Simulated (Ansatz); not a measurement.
## W2N(OH)2 MXene monolayer in a perpendicular field

Wanted: the out-of-plane response of the W2N(OH)2 MXene monolayer. A positive field points along +c.

Calculated with Ansatz 0.2.0; plane-wave DFT, PBE-D3(BJ), Ansatz PAW (set soft_1); PAW set soft_1.

Most raw output is cut from this account.

### Step 1. The starting structure

The cell holds 7 atoms: 2 H, 2 O, 2 W and 1 N. Its edges and angles: a = 3.054 Å, b = 3.054 Å, c = 44.417 Å, α = 90.0°, β = 90.0°, γ = 120.0°. Vacuum lies along c.

### Step 2. Relaxation

The starting cell is a guess, so the in-plane lattice and the atoms are relaxed first, with the slab cut off from its images along the normal.

The input, input.yaml:

```yaml
crystal:
  lattice:
    - [3.053908, 0.0, 0.0]
    - [-1.526954, 2.6447619088, 0.0]
    - [0.0, 0.0, 44.4170130495]
  atoms:
    - { symbol: H, position: [0.3333333333, 0.6666666667, 0.4243869343] }
    - { symbol: O, position: [0.3333333333, 0.6666666667, 0.4464505522] }
    - { symbol: W, position: [0.6666666667, 0.3333333333, 0.4728709643], spin: 1.0 }
    - { symbol: "N", position: [0.0, 0.0, 0.5] }
    - { symbol: W, position: [0.3333333333, 0.6666666667, 0.5271290357], spin: 1.0 }
    - { symbol: O, position: [0.6666666667, 0.3333333333, 0.5535494478] }
    - { symbol: H, position: [0.6666666667, 0.3333333333, 0.5756130657] }
  periodic: [true, true, false]
magnetization:
  spin_polarized: true
kpoints:
  mp_grid: { grid: [12, 12, 1] }
hamiltonian:
  xc: pbe
  dispersion: d3bj
  pseudopotentials: { kind: paw, azcp: { folder: soft_1 } }
scf:
  occupations: { method: fermi_dirac, width: 0.05 }
  convergence: { dr2_threshold: 1.0e-09 }
relax:
  f_tol: 0.004
  max_steps: 90
  cell: {}
output:
  write_potential: true
  write_density: true
  volumetric_format: npy
```

On the command line:

```
$ ansatz run input.yaml --threads 2 --pin off --max-ram 3072MiB --backend cpu --events-out ev --progress --plain --runs-dir out
```

Wall time 3 min (2 threads of Arm Neoverse V2, shared host); peak memory 0.82 GiB.

Relaxation path:

| step | energy less that of the first step (eV) | largest force component (eV/Å) | volume (Å³) |
| --- | --- | --- | --- |
| 1 | 0.0000 | 1.6718 | 358.75 |
| 2 | -0.7636 | 0.8343 | 349.58 |
| 3 | -1.4152 | 1.1312 | 333.23 |
| 4 | -1.9698 | 0.9224 | 309.69 |
| 5 | -2.0303 | 0.5161 | 299.61 |
| 6 | -2.0455 | 0.5887 | 300.68 |
| 7 | -2.0549 | 0.0272 | 301.07 |
| 8 | -2.0549 | 0.0128 | 301.10 |
| 9 | -2.0549 | 0.0002 | 301.10 |
| 10* | -2.0421 | 0.0046 | 301.10 |
| 11 | -2.0425 | 0.0019 | 300.68 |
| 12* | -2.0421 | 0.0019 | 300.68 |

Relaxation steps marked * repeat the geometry before them on a plane-wave basis chosen anew for their cell, so energy and pressure can jump there.

Forces are held to the 12 operations that the run works with; a distortion that breaks them can't arise in this run.

| cell as run | before | after | change |
| --- | --- | --- | --- |
| a (Å) | 3.054 | 2.796 | -8.4 % |
| b (Å) | 3.054 | 2.796 | -8.4 % |

The atoms that moved most (Å, along periodic axes as changes of fractional coordinates times the final cell, across vacuum about the mean position):

| atom | dx | dy | dz | length |
| --- | --- | --- | --- | --- |
| H7 | 0.000 | 0.000 | 0.578 | 0.578 |
| H1 | 0.000 | 0.000 | -0.578 | 0.578 |
| O2 | 0.000 | 0.000 | -0.573 | 0.573 |
| O6 | 0.000 | 0.000 | 0.573 | 0.573 |
| W3 | 0.000 | 0.000 | -0.284 | 0.284 |
| W5 | 0.000 | 0.000 | 0.284 | 0.284 |

Numbers from this step:

```
energy at zero smearing : -22322.0866 eV
```

The lattice constant a goes from 3.054 to 2.796 Å.

### Step 3. Single point, field 0

A sawtooth potential applies the field, turning back in the middle of the vacuum. With the dipole correction the typed value is the field outside the slab. The induced dipole is small, so the SCF threshold is tight.

The cell differs from the one that the last finished run ended in (c 44.417 → 25.872 Å).

The input, input.yaml:

```yaml
crystal:
  lattice:
    - [2.7958585466, 0.0, 0.0]
    - [-1.3979292733, 2.4212845268, 0.0]
    - [0.0, 0.0, 25.8720271519]
  atoms:
    - { symbol: H, position: [0.3333333333, 0.6666666667, 0.3478660542] }
    - { symbol: O, position: [0.3333333333, 0.6666666667, 0.3859257446] }
    - { symbol: W, position: [0.6666666667, 0.3333333333, 0.442434644] }
    - { symbol: "N", position: [0.0, 0.0, 0.5] }
    - { symbol: W, position: [0.3333333333, 0.6666666667, 0.557565356] }
    - { symbol: O, position: [0.6666666667, 0.3333333333, 0.6140742554] }
    - { symbol: H, position: [0.6666666667, 0.3333333333, 0.6521339458] }
kpoints:
  mp_grid: { grid: [18, 18, 1] }
  band_path:
    path: [[0, 0, 0], [0.5, 0, 0], [0.33333333, 0.33333333, 0], [0, 0, 0]]
    npoints: 16
hamiltonian:
  xc: pbe
  dispersion: d3bj
  pseudopotentials: { kind: paw, azcp: { folder: soft_1 } }
scf:
  occupations: { method: fermi_dirac, width: 0.02585 }
  convergence: { dr2_threshold: 1.0e-10 }
efield:
  axis: 3
  dipole_correction: true
  ramp_position: 0.97
  ramp_width: 0.06
  amplitude: 0
output:
  dos: { projected: true, e_range: [-6, 5] }
  write_potential: true
  write_density: true
  volumetric_format: npy
  elf: true
```

Wall time 25 s (2 threads); peak memory 0.51 GiB; 49 s of CPU time.

Numbers from this step:

- energy at zero smearing: -22322.1047 eV
- work function, upper face: 2.666 eV
- dipole along the normal: 6.95e-7 e·Å

Running mean over a fixed 2.7 Å (it still follows the layers) of the planar mean; the ramp of the sawtooth is left out. Electron's electrostatic potential energy less the Fermi level against z:

| z (Å) | electron's electrostatic potential energy less the Fermi level (eV) |
| --- | --- |
| 4 | 2.66 |
| 5 | 2.64 |
| 6 | 2.53 |
| 7 | 2.12 |
| 8 | 0.670 |
| 9 | -2.51 |
| 10 | -8.03 |
| 11 | -13.0 |
| 12 | -13.3 |
| 13 | -12.1 |
| 14 | -13.4 |
| 15 | -12.8 |
| 16 | -7.10 |
| 17 | -2.04 |
| 18 | 0.868 |
| 19 | 2.20 |
| 20 | 2.55 |
| 21 | 2.64 |
| 22 | 2.66 |

The density of states has structure finer than the step of the table below, so its rows give means over 0.25 eV, whole bins alone (the curve runs from -6 to 1.83 eV). Peaks (eV: height): -5.940: 7.48, -4.210: 4.07, -2.580: 6.24, -1.310: 5.63, -0.270: 3.33, -0.180: 3.31, 1.660: 8.78.

Density of states against energy, zero at the Fermi level; means over each step:

| energy (eV) | density of states (states/eV a cell) |
| --- | --- |
| -5.75 | 4.28 |
| -5.50 | 1.42 |
| -5.25 | 1.31 |
| -5.00 | 1.03 |
| -4.75 | 1.01 |
| -4.50 | 0.600 |
| -4.25 | 2.27 |
| -4.00 | 1.98 |
| -3.75 | 1.48 |
| -3.50 | 0.810 |
| -3.25 | 0.690 |
| -3.00 | 1.34 |
| -2.75 | 1.37 |
| -2.50 | 3.06 |
| -2.25 | 1.58 |
| -2.00 | 1.35 |
| -1.75 | 0.877 |
| -1.50 | 1.31 |
| -1.25 | 2.62 |
| -1.00 | 2.40 |
| -0.75 | 1.34 |
| -0.50 | 1.90 |
| -0.25 | 2.16 |
| 0.00 | 2.39 |
| 0.25 | 2.22 |
| 0.50 | 2.10 |
| 0.75 | 2.22 |
| 1.00 | 2.20 |
| 1.25 | 2.50 |
| 1.50 | 4.85 |

Projected DOS per atom over height of the atomic layer and energy from the Fermi level. Layers: H O W N W O H from below.

Values in states/eV, 22 rows by 7 columns, each cell a mean:
```
0.20 0.35 2.30 0.12 2.30 0.35 0.20
0.16 0.15 0.98 0.07 0.98 0.15 0.16
0.16 0.11 0.68 0.06 0.68 0.11 0.16
0.16 0.10 0.64 0.06 0.64 0.10 0.16
0.16 0.11 0.69 0.07 0.69 0.11 0.16
0.13 0.11 0.74 0.09 0.74 0.11 0.13
0.03 0.07 0.71 0.10 0.71 0.07 0.03
0.03 0.07 0.71 0.14 0.71 0.07 0.03
0.02 0.08 0.96 0.28 0.96 0.08 0.02
0.01 0.06 0.51 0.16 0.51 0.06 0.01
0.01 0.05 0.38 0.14 0.38 0.05 0.01
0.02 0.08 0.64 0.21 0.64 0.08 0.02
0.03 0.09 0.91 0.31 0.91 0.09 0.03
0.01 0.04 0.48 0.22 0.48 0.04 0.01
0.01 0.05 0.24 0.12 0.24 0.05 0.01
0.01 0.11 0.35 0.34 0.35 0.11 0.01
0.02 0.20 0.46 0.71 0.46 0.20 0.02
0.01 0.12 0.24 0.52 0.24 0.12 0.01
0.01 0.07 0.28 0.25 0.28 0.07 0.01
0.00 0.09 0.33 0.31 0.33 0.09 0.00
0.00 0.30 0.29 0.34 0.29 0.30 0.00
0.00 1.56 0.54 0.55 0.54 1.56 0.00
```
Columns: height of the atomic layer (Å) from 9 to 16.9 (not evenly spaced); rows upwards: energy from the Fermi level (eV) from -5.96 to 1.78.

Electronic bands along the path, in eV, zero at the Fermi level:

| point | band 21 | band 22 | band 23 | band 24 | band 25 | band 26 | band 27 | band 28 |
| --- | --- | --- | --- | --- | --- | --- | --- | --- |
| Γ | -3.63 | -1.89 | -1.30 | -1.30 | -0.27 | -0.23 | -0.14 | -0.14 |
| halfway | -4.13 | -2.56 | -1.14 | -0.60 | 0.47 | 0.94 | 1.12 | 1.21 |
| M | -4.35 | -3.17 | 1.75 | 1.84 | 2.37 | 2.93 | 3.49 | 3.59 |
| halfway | -3.25 | -2.24 | 1.03 | 1.20 | 1.69 | 1.81 | 2.78 | 3.13 |
| K | -1.20 | -0.69 | -0.69 | -0.32 | 1.48 | 1.48 | 2.81 | 2.81 |
| halfway | -2.90 | -2.63 | -1.63 | -1.15 | 0.81 | 1.27 | 1.81 | 1.99 |
| Γ | -3.63 | -1.89 | -1.30 | -1.30 | -0.27 | -0.23 | -0.14 | -0.14 |

Valence density in the ca plane at fractional y = 0.333, with atoms of W and O and H within 0.2 Å of it. It is the smooth field of the valence electrons, not physical close to the nuclei.

Ten steps, logarithmic in the rise over the least value, from '0' (0.0 e/Å³) to '9' (7.2 e/Å³), each cell a mean:
```
00000000000000000000012234688643333444466542
00000000000000000000001235899853223334689864
00000000000000000000001135899863223334699875
00000000000000000000001235799853223344588754
00000000000000000000012334577543334454455432
00000000000000000000123444444444444565333210
00000000000000000000123444344345544665322110
00000000000000000000113444455444444565333211
```
Columns run along c (16.0 Å, from fractional 0.06 to 0.68 of the cell), rows up along a (2.8 Å). Atoms in or near the plane, at fractional coordinates: W at (0.44, 0.67), O at (0.61, 0.67), H at (0.65, 0.67).

Electrostatic potential energy in the ca plane at fractional y = 0.333, with atoms of W and O and H within 0.2 Å of it. With pseudopotentials it is smooth inside the atoms' cores, unlike the true potential.

Ten even steps from '0' (-41 eV) to '9' (7 eV), each cell a mean:
```
99999999999999999741126899877787568899999999
99999999999999999610003799988873014479999999
99999999999999998610002799998871001169999999
99999999999999999620003799988873125589999999
99999999999999999853236899876678789999999999
99999999999999999887678888753478999999999999
99999999999999998988888888743468999999999999
99999999999999999876678888754578999999999999
```
Columns run along c (16.0 Å, from fractional 0.16 to 0.78 of the cell; values clipped at the 3rd and 97th percentile), rows up along a (2.8 Å). Atoms in or near the plane, at fractional coordinates: W at (0.44, 0.67), O at (0.61, 0.67), H at (0.65, 0.67).

ELF in the ca plane at fractional y = 0.333, with atoms of W and O and H within 0.2 Å of it. It is the smooth field of the valence electrons, not physical close to the nuclei.

Ten even steps from '0' (0.00) to '9' (0.97), each cell a mean:
```
00000000000112221100001221366423322331488755
00000000000112221100000013655631112332676789
00000000000112221100000014733741012432664799
00000000000112221100000112666631112332687789
00000000000112221100012331255323422331377644
00000000000112221101224663133236641353123210
00000000000112221101234664233246752354110000
00000000000112221100124553133235641342134311
```
Columns run along c (16.0 Å, from fractional 0.06 to 0.68 of the cell), rows up along a (2.8 Å). Atoms in or near the plane, at fractional coordinates: W at (0.44, 0.67), O at (0.61, 0.67), H at (0.65, 0.67).

The work function of the upper face is 2.67 eV.

### Step 4. Atoms held, field 0.1 V/Å

input.yaml: that of step 3 with these lines changed.

```diff
@@ -28,7 +28,6 @@
   dipole_correction: true
-  ramp_position: 0.97
-  ramp_width: 0.06
-  amplitude: 0
+  ramp_position: 0.9231
+  ramp_width: 0.1538
+  amplitude: 0.1
 output:
-  dos: { projected: true, e_range: [-6, 5] }
   write_potential: true
@@ -36,2 +35 @@
   volumetric_format: npy
-  elf: true
```

It took 26 s on 2 threads; peak memory 0.48 GiB.

The dipole is 0.0494 e·Å.

### Step 5. Single point, field -0.1 V/Å

input.yaml: that of step 4 with these lines changed.

```diff
@@ -30,3 +30,3 @@
   ramp_width: 0.1538
-  amplitude: 0.1
+  amplitude: -0.1
 output:
```

Elapsed: 26 s, on 2 threads; peak memory 0.48 GiB.

The dipole is -0.0494 e·Å.

### Step 6. Response, atoms held

This step: plane-wave DFT, PBE-D3(BJ), Ansatz PAW (set soft_1); response to a field along the normal, atoms held; PAW set soft_1 (Ansatz 0.2.0).

The dipoles give the slope, and the difference of two potentials shows where the field is screened.

This step gave:

* equivalent conductor thickness p/(ε₀AE): 13.21 Å
* distance between the outer atoms: 7.872 Å

Table of dipole of the cell by applied field:

| applied field (V/Å) | dipole of the cell (e·Å) |
| --- | --- |
| -0.1000 | -0.0494 |
| 0.0000 | 7.0e-7 |
| 0.1000 | 0.0494 |

Local field over the applied field, running mean. From the potentials at -0.1 and 0.1 V/Å; running mean over 2.5 Å. Table of local field over applied field by z:

z (Å), local field over applied field and a bar from the least value:
```
        5      0.907 ##############################
        6      0.738 #########################
        7      0.417 ###############
        8      0.066 #####
        9     -0.102 
       10     -0.094 
       11     -0.047 ##
       12     -0.019 ##
       13     -0.002 ###
       14     -0.023 ##
       15     -0.051 #
       16     -0.101 
       17     -0.093 
       18      0.102 ######
       19      0.465 #################
       20      0.768 ##########################
       21      0.920 ##############################
```

The induced electron density oscillates, so the rows of the table below give means over windows of 0.5 Å about each position, cut where the curve ends. Its maxima inside the range that stand out by 2 % of the span (Å: e/Å³ per V/Å): 7.47: 0.00271, 9.63: 2.9e-4, 10.49: 8.0e-4, 11.93: 1.0e-5, 13.51: 1.2e-4, 14.66: 8.6e-4, 15.81: 0.00112, 16.82: 0.00108. Its minima: 9.06: -0.00108, 10.06: -0.00112, 11.21: -8.6e-4, 12.36: -1.2e-4, 13.94: -1.0e-5, 15.38: -8.0e-4, 16.24: -2.9e-4, 18.40: -0.00271.

Electrons, planar mean, per unit field. Table of induced electron density by z; means over each step:

z (Å), induced electron density (e/Å³ per V/Å) and a bar from the least value:
```
      4.5    0.00026 ################
      5.0    0.00046 ##################
      5.5    0.00076 ###################
      6.0    0.00125 ######################
      6.5    0.00186 #########################
      7.0    0.00244 #############################
      7.5    0.00267 ##############################
      8.0    0.00226 ############################
      8.5    0.00089 ####################
      9.0   -0.00080 ##########
      9.5   -0.00021 ##############
     10.0   -0.00061 ############
     10.5    0.00049 ##################
     11.0   -0.00051 ############
     11.5   -0.00039 #############
     12.0   -0.00003 ###############
     12.5   -0.00006 ###############
     13.0    0.00000 ###############
     13.5    0.00008 ###############
     14.0    0.00005 ###############
     14.5    0.00057 ##################
     15.0    0.00019 ################
     15.5   -0.00026 #############
     16.0    0.00046 ##################
     16.5    0.00049 ##################
     17.0    0.00053 ##################
     17.5   -0.00136 #######
     18.0   -0.00244 #
     18.5   -0.00266 
     19.0   -0.00232 ##
     19.5   -0.00170 #####
     20.0   -0.00111 #########
     20.5   -0.00067 ###########
     21.0   -0.00040 #############
     21.5   -0.00022 ##############
```

By hand: between -0.1 and 0.1 V/Å the dipole changes by 0.09887 e·Å, a slope of 0.4943 e·Å²/V. A perfect conductor of thickness t has p = ε₀AEt, so t = 180.95 × 0.4943 / 6.770 = 13.21 Å (e/ε₀ = 180.95 V·Å, A in Å²).

The induced dipole is that of a conductor 13.21 Å thick.

### Step 7. What came out

| Property | Result |
| --- | --- |
| gap without field | none |
| work function, upper face | 2.67 eV |
| equivalent conductor thickness, atoms held | 13.2 Å |

The induced dipole equals that of a perfect conductor 13.21 Å thick, while the outer atoms lie 7.87 Å apart. There is no gap over 0.03 eV, with or without the field. The first relaxation ran with spin and lost its moment, and the later runs have none; other magnetic states were not tried. Spin-orbit coupling is left out, which matters for the bands of elements this heavy. In 3 runs of the series (0.1 V/Å, -0.1 V/Å and response) the program warns that electrons reach the sawtooth's ramp, which makes dipole and work function less sure. The MXene's terminations sit over the metal atoms of its far layer; the site over carbon or nitrogen, which some compounds prefer, was not run.

[Logs are printed without paths, hosts, clocks, repeated set-up lines and the standing remarks that a program may print on its own settings, such as how far it seeks lower states.]

[Hosts, paths, dates, database ids (printed as entryN), source tags and the programs' standing remarks are cut or masked in the printed files.]

[Maps of the electrostatic potential energy from Ansatz leave out the sawtooth potential of an applied field or a dipole correction, so their vacuum need not be flat; planar profiles and work functions include it.]
